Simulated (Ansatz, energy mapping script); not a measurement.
**YNiO2 in the infinite layer structure: J from the energies of magnetic orders**

Wanted: the magnetic order of YNiO2 in the infinite layer structure, its couplings and an estimate of its ordering temperature, by r²SCAN.

Program: Ansatz 0.2.0. Level of theory: r²SCAN; plane waves, collinear spin, no spin–orbit coupling. Results are calculated unless marked as measured.

In doubt: warnings of the run leave room for a lower electronic state (step 2), so energies may not be the lowest and differences between runs may mislead.

**1. Starting point**

The structure is tetragonal, space group P4/mmm (No. 123). The conventional cell has a = 3.916 Å, b = 3.916 Å, c = 3.112 Å, α = 90.00°, β = 90.00°, γ = 90.00°. Nearest to Y lie 8 O at 2.50 Å. Ni has 4 O at 1.96 Å nearest. Nearest to O lie 2 Ni at 1.96 Å and 4 Y at 2.50 Å. infinite layer prototype, lattice guessed from radii. Farther neighbours and most contacts between anions are not listed.

This cell was built for the study (infinite layer prototype, lattice guessed from radii), not taken from an experiment; the compound need not form in this structure.

The cell was relaxed beforehand in Ansatz under PBE with U = 4.8 eV on Ni d, ortho-atomic projectors, from parallel moments.

The meta-GGA has less self-interaction than a GGA and tends to give larger moments than a GGA does.

**2. Order 1: parallel, cell A of 8 atoms**

Each cell gets its own parallel run on the same mesh, so that most of the mesh error cancels in the differences.

Contents of input.yaml:

```yaml
crystal:
  lattice:
    - [3.916257808, 0.0, 0.0]
    - [0.0, 3.916257808, 3.112113969]
    - [0.0, -3.916257808, 3.112113969]
  atoms:
    - { symbol: "Y", position: [0.5, 0.5, 0.0] }
    - { symbol: "Y", position: [0.5, 0.0, 0.5] }
    - { symbol: Ni, position: [0.0, 0.0, 0.0], spin: 2.0 }
    - { symbol: Ni, position: [0.0, 0.5, 0.5], spin: 2.0 }
    - { symbol: O, position: [0.5, 0.0, 0.0] }
    - { symbol: O, position: [0.5, 0.5, 0.5] }
    - { symbol: O, position: [0.0, 0.25, 0.75] }
    - { symbol: O, position: [0.0, 0.75, 0.25] }
magnetization:
  spin_polarized: true
kpoints:
  mp_grid: { grid: [7, 6, 6] }
hamiltonian:
  xc: r2scan
scf:
  occupations: { method: fermi_dirac, width: 0.05 }
output:
  eigenvalues: true
```

The run is started by

```console
> ansatz run input.yaml --threads 4 --pin off --max-ram 8192MiB --backend cpu --events-out ev --progress --plain --runs-dir out
```

Numbers of over 12 decimals in the logs are rounded to 6 here.

The program printed:

```text
Engine: ansatz 0.2.0, aarch64-unknown-linux-gnu
Pseudopotentials: kind: paw
Pseudopotential: Y, paw, valence charge 11, recommended cutoff 500 eV (meta_gga), Y.paw.azcp
Pseudopotential: Ni, paw, valence charge 18, recommended cutoff 500 eV (meta_gga), Ni.paw.azcp
Pseudopotential: O, paw, valence charge 6, recommended cutoff 500 eV (meta_gga), O.paw.azcp
Functional definition: r2SCAN
  parameter k0 = 0.174
  parameter k1 = 0.065
  parameter a1 = 4.9479
  exchange = r2scan_x(k0 = k0, k1 = k1, a1 = a1)
  correlation = r2scan_c
Crystal: 8 atoms, lattice volume = 95.461 Å³
Basis set: ecut = 500 eV, 2411 PW (Γ), exchange–correlation on 120×160×160 points (64 copies of the dense FFT grid, shifted against one another)
Bands: 52, of which v1, the nominal top of the filled ones, is band 41 counted from 1 (40 counted from 0)
Symmetry: 16 space group operations
Space group: P4/mmm (ITA 123), of the structure as read, at distance tolerance 4.6e-5 Å
Magnetic group: BNS 123.339 (UNI 999), of the structure as read, at distance tolerance 4.6e-5 Å
k-points: 52 of 252
Non-local potential: Y, projectors of the file, l = 0: 3, l = 1: 2, l = 2: 2, l = 3: 1
Non-local potential: Ni, projectors of the file, l = 0: 3, l = 1: 2, l = 2: 3, l = 3: 1
Non-local potential: O, projectors of the file, l = 0: 2, l = 1: 2, l = 2: 1
PAW form: soft (Blöchl's): semilocal exchange-correlation on the pseudo side does not see the compensation charge
PAW frozen core: Y, regenerated for the run's functional (the file was generated under x = pbe(κ = 0.804, μ = 0.219515), c = pbe(β = 0.066725))
PAW frozen core: Ni, regenerated for the run's functional (the file was generated under x = pbe(κ = 0.804, μ = 0.219515), c = pbe(β = 0.066725))
PAW frozen core: O, regenerated for the run's functional (the file was generated under x = pbe(κ = 0.804, μ = 0.219515), c = pbe(β = 0.066725))
PAW one-centre angular grid: Y, 590 points (default); XC on 160 Gauss nodes
PAW one-centre angular grid: Ni, 590 points (default); XC on 160 Gauss nodes
PAW one-centre angular grid: O, 302 points (default); XC on 160 Gauss nodes
Initial density: superposition of atomic densities (chi_scale 0.1, normalization cell, long waves kept (reshape's long-wave potential 0.00 eV rms))
Starting moments: Σ|m| = 4 μB on 2 of 8 sites
Initial wavefunctions: pseudopotential atomic-orbital guess
Functional: x = r2scan, c = r2scan; τ floored in thin density (d = 2e-4 eV/Å³)
SCF iter   1: F=—  HF=-21686.761882 eV  |F-HF|=—  |Δ(HF+E_count)|=         —  Δρ=1.14e-1 (↑3.43e-2 ↓1.14e-1)  dr2=1.09e1  dr2_τ=5.64e-2  dr2_m=2.09e0  M=2.316 μB ∫|m|=2.744 μB  β_m=0.71  ethr=3.10e-3  ⟨swp⟩=5.7  Hψ=17970  notcnv=0  defer=7
Mixer restart at iter 1: flushing history
preconditioner: auto → Kerker (q_TF=auto, 2.660 Å⁻¹)  [metal: Δε(μ)=0.008 eV  Ē_g=13.600 eV  σ=0.050 eV  W_gap=0.04  n_scr=34 (ndim 8)  ℏωp=29.9 eV  f_vac=0.000  D(μ)=4.26/eV (n_scr^D=34)]
spin=Collinear: Kerker preconditioning applied to the charge; magnetization (m = ρ↑ − ρ↓) channel mixes plain (no charge-response kernel on spin).
SCF iter   2: F=—  HF=-21689.736557 eV  |F-HF|=—  |Δ(HF+E_count)|=    2.97e0  Δρ=4.55e-2 (↑2.06e-2 ↓4.55e-2)  dr2=2.30e0  dr2_τ=3.48e-2  dr2_m=2.06e-1  M=2.226 μB ∫|m|=2.845 μB  β_m=1.00  ethr=3.10e-3  ⟨swp⟩=2.9  Hψ=11464  notcnv=0  defer=355  κ⁻¹=1.0e0(r=1)
SCF iter   3: F=—  HF=-21691.692513 eV  |F-HF|=—  |Δ(HF+E_count)|=    1.96e0  Δρ=2.03e-2 (↑1.66e-2 ↓2.03e-2)  dr2=9.71e-1  dr2_τ=7.84e-3  dr2_m=1.85e-2  M=2.117 μB ∫|m|=2.819 μB  β_m=1.00  ethr=2.81e-3  ⟨swp⟩=2.0  Hψ=7784  notcnv=0  defer=361  κ⁻¹=2.3e-2(r=2)
SCF iter   4: F=—  HF=-21692.614917 eV  |F-HF|=—  |Δ(HF+E_count)|=   9.22e-1  Δρ=1.26e-2 (↑1.01e-2 ↓1.26e-2)  dr2=4.94e-1  dr2_τ=2.94e-3  dr2_m=1.82e-2  M=2.038 μB ∫|m|=2.678 μB  β_m=1.00  ethr=1.18e-3  ⟨swp⟩=2.0  Hψ=7202  notcnv=0  defer=364  κ⁻¹=8.3e-3(r=3)
SCF iter   5: F=—  HF=-21692.862883 eV  |F-HF|=—  |Δ(HF+E_count)|=   2.48e-1  Δρ=6.71e-3 (↑6.71e-3 ↓5.66e-3)  dr2=1.21e-1  dr2_τ=5.65e-4  dr2_m=2.29e-3  M=1.927 μB ∫|m|=2.391 μB  β_m=1.00  ethr=6.02e-4  ⟨swp⟩=2.7  Hψ=11196  notcnv=0  defer=378  κ⁻¹=1.4e-3(r=4)
SCF iter   6: F=—  HF=-21692.936081 eV  |F-HF|=—  |Δ(HF+E_count)|=         —  Δρ=3.92e-3 (↑3.92e-3 ↓2.85e-3)  dr2=2.87e-2  dr2_τ=1.84e-4  dr2_m=1.23e-3  M=1.857 μB ∫|m|=2.212 μB  β_m=1.00  ethr=1.48e-4  ⟨swp⟩=2.5  Hψ=8284  notcnv=0  defer=385
Mixer restart at iter 6: flushing history
SCF iter   7: F=—  HF=-21692.946848 eV  |F-HF|=—  |Δ(HF+E_count)|=   1.08e-2  Δρ=2.79e-3 (↑2.79e-3 ↓2.68e-3)  dr2=1.91e-2  dr2_τ=1.26e-4  dr2_m=7.37e-6  M=1.851 μB ∫|m|=2.212 μB  β_m=1.00  ethr=3.50e-5  ⟨swp⟩=1.7  Hψ=5676  notcnv=0  defer=385  κ⁻¹=1.0e0(r=1)
SCF iter   8: F=—  HF=-21692.966238 eV  |F-HF|=—  |Δ(HF+E_count)|=   1.94e-2  Δρ=1.70e-3 (↑1.70e-3 ↓1.38e-3)  dr2=7.19e-3  dr2_τ=6.25e-5  dr2_m=5.94e-5  M=1.843 μB ∫|m|=2.201 μB  β_m=1.00  ethr=2.32e-5  ⟨swp⟩=2.0  Hψ=7819  notcnv=0  defer=385  κ⁻¹=3.0e-1(r=2)
[...]
SCF iter  12: F=—  HF=-21692.971725 eV  |F-HF|=—  |Δ(HF+E_count)|=   2.14e-4  Δρ=1.19e-4 (↑1.19e-4 ↓1.19e-4)  dr2=3.36e-5  dr2_τ=1.95e-7  dr2_m=8.92e-8  M=1.832 μB ∫|m|=2.169 μB  β_m=1.00  ethr=2.23e-7  ⟨swp⟩=2.0  Hψ=9866  notcnv=0  defer=383  κ⁻¹=5.3e-5(r=6)
SCF iter  13: F=—  HF=-21692.971742 eV  |F-HF|=—  |Δ(HF+E_count)|=   1.70e-5  Δρ=8.44e-5 (↑8.44e-5 ↓6.74e-5)  dr2=1.29e-5  dr2_τ=1.14e-7  dr2_m=4.25e-7  M=1.833 μB ∫|m|=2.170 μB  β_m=1.00  ethr=4.10e-8  ⟨swp⟩=2.0  Hψ=6806  notcnv=0  defer=383  κ⁻¹=4.7e-5(r=7)
SCF iter  14: F=—  HF=-21692.971768 eV  |F-HF|=—  |Δ(HF+E_count)|=   2.53e-5  Δρ=9.90e-5 (↑6.63e-5 ↓9.90e-5)  dr2=1.67e-5  dr2_τ=2.83e-8  dr2_m=2.84e-7  M=1.833 μB ∫|m|=2.172 μB  β_m=1.00  ethr=1.58e-8  ⟨swp⟩=2.0  Hψ=9687  notcnv=0  defer=383  κ⁻¹=1.0e-5(r=8)
SCF iter  15: F=—  HF=-21692.971768 eV  |F-HF|=—  |Δ(HF+E_count)|=   6.11e-7  Δρ=7.29e-5 (↑5.84e-5 ↓7.29e-5)  dr2=1.06e-5  dr2_τ=1.26e-8  dr2_m=7.43e-8  M=1.833 μB ∫|m|=2.172 μB  β_m=1.00  ethr=1.58e-8  ⟨swp⟩=1.0  Hψ=5418  notcnv=0  defer=381  κ⁻¹=8.0e-6(r=8)
SCF iter  16: F=—  HF=-21692.971771 eV  |F-HF|=—  |Δ(HF+E_count)|=   2.57e-6  Δρ=3.23e-5 (↑3.23e-5 ↓2.37e-5)  dr2=2.28e-6  dr2_τ=3.65e-9  dr2_m=1.95e-8  M=1.833 μB ∫|m|=2.173 μB  β_m=1.00  ethr=1.29e-8  ⟨swp⟩=2.0  Hψ=6795  notcnv=0  defer=381  κ⁻¹=2.8e-6(r=8)
SCF iter  17: F=—  HF=-21692.971770 eV  |F-HF|=—  |Δ(HF+E_count)|=   6.11e-7  Δρ=1.84e-5 (↑7.54e-6 ↓1.84e-5)  dr2=3.32e-7  dr2_τ=7.81e-10  dr2_m=3.17e-8  M=1.833 μB ∫|m|=2.173 μB  β_m=1.00  ethr=2.79e-9  ⟨swp⟩=2.0  Hψ=7616  notcnv=0  defer=381  κ⁻¹=5.4e-6(r=8)
SCF iter  18: F=—  HF=-21692.971770 eV  |F-HF|=—  |Δ(HF+E_count)|=   1.90e-7  Δρ=5.02e-6 (↑5.02e-6 ↓3.08e-6)  dr2=3.50e-8  dr2_τ=2.72e-10  dr2_m=2.98e-9  M=1.833 μB ∫|m|=2.173 μB  β_m=1.00  ethr=4.05e-10  ⟨swp⟩=2.0  Hψ=7576  notcnv=0  defer=381  κ⁻¹=2.5e-5(r=8)
SCF iter  19: F=—  HF=-21692.971771 eV  |F-HF|=—  |Δ(HF+E_count)|=   1.45e-7  Δρ=1.01e-5 (↑5.84e-6 ↓1.01e-5)  dr2=1.59e-7  dr2_τ=2.21e-10  dr2_m=4.36e-9  M=1.833 μB ∫|m|=2.173 μB  β_m=1.00  ethr=4.27e-11  ⟨swp⟩=2.0  Hψ=9694  notcnv=0  defer=381  κ⁻¹=3.9e-5(r=8)
SCF iter  20: F=—  HF=-21692.971771 eV  |F-HF|=—  |Δ(HF+E_count)|=   5.39e-9  Δρ=1.65e-6 (↑1.45e-6 ↓1.65e-6)  dr2=3.57e-9  dr2_τ=4.85e-11  dr2_m=3.37e-11  M=1.833 μB ∫|m|=2.173 μB  β_m=1.00  ethr=4.27e-11  ⟨swp⟩=2.0  Hψ=9692  notcnv=0  defer=381  κ⁻¹=9.0e-6(r=8)
SCF iter  21: F=-21692.971771 eV  HF=-21692.971771 eV  |F-HF|=3.24e-9  |Δ(HF+E_count)|=   6.05e-9  Δρ=8.74e-7 (↑8.74e-7 ↓6.45e-7)  dr2=5.31e-10  dr2_τ=1.35e-11  dr2_m=1.60e-10  M=1.833 μB ∫|m|=2.173 μB  ethr=4.35e-12  ⟨swp⟩=7.4  Hψ=19698  notcnv=0
SCF 1 converged in 21 iterations: F = -21692.971771 eV  dr2 = 5.31e-10
  greatest PAW one-centre occupation: 1.003 electrons in one spin orbital (limit 2), on the Ni atom at site 3 (counted from 0), in its partial waves of l = 1
WARN: an SCF from antiferromagnetic starting moments (0.00, 0.00, -2.00, 2.00, 0.00, 0.00, 0.00, 0.00 Bohr magnetons, atom by atom) was not made, by what the run has read of turns of its moments that order reads lower: the deck asks for what bars it, or types moments that do (magnetization.spin_polarized, in the input reference, names some of the keys), or the run goes by scf.lower_state_search: light, the default, which as a rule tries one only behind a close that has lost an order of both signs, or on which an open d or half-filled 4f shell of a PAW file has lost a moment that was set nearer to Hund's than to what is left; [rest of the remark cut]
this state was not tested for a lower state beside it, because the mixer in use, unlike msr1, does not test its closes by its own steps (another_mixer; see scf.mixing.algorithm and scf.lower_state_search)
SCF converged after 21 iterations
Magnetization: 1.8333 μB (41.9166 up, 40.0834 down)
Absolute magnetization: 2.1714 μB (∫|ρ↑−ρ↓|, with the PAW one-centre terms)
Spin contamination: 0.0568 ħ² per cell (⟨S²⟩ above its minimum at these occupations)
Per-site moments (μB) at R_I (Å): [(-0.00684237, 1.031710), (-0.00684237, 1.031710), (0.883091, 0.807728), (0.883091, 0.8077281729), (0.037327, 0.807728), (0.037327, 0.807728), (0.036184, 0.8077281729), (0.036184, 0.8077281729)]
Free energy (F): -21692.971771 eV
Harris-Foulkes:  -21692.971771 eV  (|F-HF|=3.24e-9)
Internal energy: -21692.963415 eV  (E = F + TS)
E sigma→0 (E₀):  -21692.967593 eV
Entropy (-TS):   -0.008356 eV (-1.045 meV/atom)
Fermi energy:    14.313182 eV
--- Per-component energies (eV) ---
  E_band       = -870.699746
  E_kinetic    = 1876.586350
  E_local      = -10966.865694  (includes V_loc(G=0)·N_el)
  E_nonlocal   = 1587.608264
  E_hartree    = 4526.116885
  E_xc         = -788.155600
  E_vxc        = -1100.086683  (∫ρ·V_xc dr)
  E_paw        = -9623.256494  (= ΣΔE_a)
  E_vpaw       = -1387.690351  (= ΣTr[D̂ρ^β])
  E_aug_tail   = 0.004798  (compensation charges beyond the density's cutoff)
  E_vtau       = 67.509329  (kinetic-family band-sum trace: ∫τ·v_τ [+ j·A + Jᵃ·Aᵃ] dr)
  E_ewald      = -8303.966117
  E_core_change = -1.035808  (= ΣΔE_core)
  E_smearing   = -0.008356  (= −TS)
  E_closure    = -0.000000  (closes the sum)
  Σ components = -21692.971771   (vs F -21692.971771, Δ=0.00e0)
--- Band table (eV; the first three rows and the last of 104) ---
  k-point 0 ↑: bands = [... 37 lower, 11.9418, 12.1727, 12.4339, 12.5564, 13.2586, 13.5335, 15.5930, 16.9404, ... 7 higher]
  k-point 1 ↑: bands = [... 37 lower, 12.0052, 12.1370, 12.3916, 12.4965, 13.0653, 13.8294, 15.9302, 17.1725, ... 7 higher]
  k-point 2 ↑: bands = [... 37 lower, 12.0060, 12.1593, 12.2633, 12.3300, 12.7026, 14.6647, 16.7361, 17.0276, ... 7 higher]
  k-point 51 ↓: bands = [... 37 lower, 13.4458, 13.4864, 14.0023, 15.8955, 16.0072, 16.7395, 17.2796, 17.6540, ... 7 higher]
```

Wall time 30 s (4 threads of Arm Neoverse V2, shared host); peak memory 0.96 GiB.

Spin moment in the sphere by atom:

| atom | spin moment in the sphere (μB) |
| --- | --- |
| Y1 | -0.007 |
| Y2 | -0.007 |
| Ni3 | 0.883 |
| Ni4 | 0.883 |
| O5 | 0.037 |
| O6 | 0.037 |
| O7 | 0.036 |
| O8 | 0.036 |

The run ends ferromagnetic.

**3. Run 2 (compensated +−; cell A, 8 atoms)**

This order reverses 2 of the 2 neighbours at 3.11 Å and 2 of the 4 neighbours at 3.92 Å, counted for an average magnetic atom.

input.yaml, as its differences from that of step 2:

```diff
@@ -9,3 +9,3 @@
     - { symbol: Ni, position: [0.0, 0.0, 0.0], spin: 2.0 }
-    - { symbol: Ni, position: [0.0, 0.5, 0.5], spin: 2.0 }
+    - { symbol: Ni, position: [0.0, 0.5, 0.5], spin: -2.0 }
     - { symbol: O, position: [0.5, 0.0, 0.0] }
```

The program printed:

```text
[...]
Crystal: 8 atoms, lattice volume = 95.461 Å³
Basis set: ecut = 500 eV, 2411 PW (Γ), exchange–correlation on 120×160×160 points (64 copies of the dense FFT grid, shifted against one another)
Bands: 52, of which v1, the nominal top of the filled ones, is band 41 counted from 1 (40 counted from 0)
Symmetry: 8 space group operations
[...]
k-points: 52 of 252
[...]
Starting moments: Σ|m| = 4 μB on 2 of 8 sites
Starting magnetic order: antiferromagnet; a translation exchanges its spin sublattices: spin-degenerate at every k-point
[...]
SCF iter   1: F=—  HF=-21687.010979 eV  |F-HF|=—  |Δ(HF+E_count)|=         —  Δρ=8.17e-2 (↑8.17e-2 ↓8.17e-2)  dr2=1.09e1  dr2_τ=5.52e-2  dr2_m=1.82e0  M=0.000 μB ∫|m|=2.724 μB  β_m=0.30  ethr=3.10e-3  ⟨swp⟩=5.8  Hψ=8905  notcnv=0  defer=32
[...]
SCF iter  19: F=-21693.020497 eV  HF=-21693.020497 eV  |F-HF|=8.40e-9  |Δ(HF+E_count)|=   1.64e-8  Δρ=2.85e-6 (↑2.85e-6 ↓2.85e-6)  dr2=1.85e-8  dr2_τ=6.32e-11  dr2_m=4.24e-10  M=0.000 μB ∫|m|=2.319 μB  ethr=2.07e-11  ⟨swp⟩=7.7  Hψ=9070  notcnv=0
SCF 1 converged in 19 iterations: F = -21693.020497 eV  dr2 = 1.85e-8
[...]
SCF converged after 19 iterations
Magnetization: 0.0000 μB (41.0000 up, 41.0000 down)
Absolute magnetization: 2.3192 μB (∫|ρ↑−ρ↓|, with the PAW one-centre terms)
[...]
Per-site moments (μB) at R_I (Å): [(-3.6356136403812266e-16, 1.031710), (3.6356136403812266e-16, 1.031710), (0.963187, 0.807728), (-0.963187, 0.8077281729), (0.061544, 0.807728), (-0.061544, 0.807728), (-7.292829266276679e-19, 0.8077281729), (1.2578271292196357e-17, 0.8077281729)]
Free energy (F): -21693.020497 eV
[...]
Internal energy: -21693.011666 eV  (E = F + TS)
E sigma→0 (E₀):  -21693.016082 eV
Entropy (-TS):   -0.008831 eV (-1.104 meV/atom)
Fermi energy:    14.070395 eV
[...]
--- Band table (eV; the first three rows and the last of 104) ---
  k-point 0 ↑: bands = [... 37 lower, 12.4546, 12.7413, 13.1111, 13.2112, 13.9562, 15.7236, 15.8819, 16.8217, ... 7 higher]
  k-point 1 ↑: bands = [... 37 lower, 12.4490, 12.7001, 13.0577, 13.2278, 14.1178, 15.6585, 16.1423, 17.1655, ... 7 higher]
  k-point 2 ↑: bands = [... 37 lower, 12.4305, 12.5805, 12.8887, 13.1752, 14.7864, 15.6090, 16.8126, 17.1693, ... 7 higher]
  k-point 51 ↓: bands = [... 37 lower, 13.2578, 13.3111, 13.3961, 13.9802, 15.9575, 16.8729, 17.1857, 17.2295, ... 7 higher]
```

Run time: 18 s. Hardware: 4 threads; peak memory 0.95 GiB; 68 s of CPU time.

Spin moment in the sphere by atom:

| atom | spin moment in the sphere (μB) |
| --- | --- |
| Y1 | 0.000 |
| Y2 | 0.000 |
| Ni3 | 0.963 |
| Ni4 | -0.963 |
| O5 | 0.062 |
| O6 | -0.062 |
| O7 | 0.000 |
| O8 | 0.000 |

The run ends antiferromagnetic, 24.24 meV a magnetic atom below the parallel order of its cell (energies taken at zero occupation width, not the printed F).

(Continued in part 2 of 2.)

[Logs and program files are shortened in this print: banners, set-up blocks, solver, clock and traceback lines can be left out without a mark of their own.]

[Logs are printed without paths, hosts, clocks, repeated set-up lines and the standing remarks that a program may print on its own settings, such as how far it seeks lower states.]

[Hosts, paths, dates, database ids (printed as entryN), source tags and the programs' standing remarks are cut or masked in the printed files.]

[Where a cell is said to come from a database of computed structures, the database is the Materials Project.]
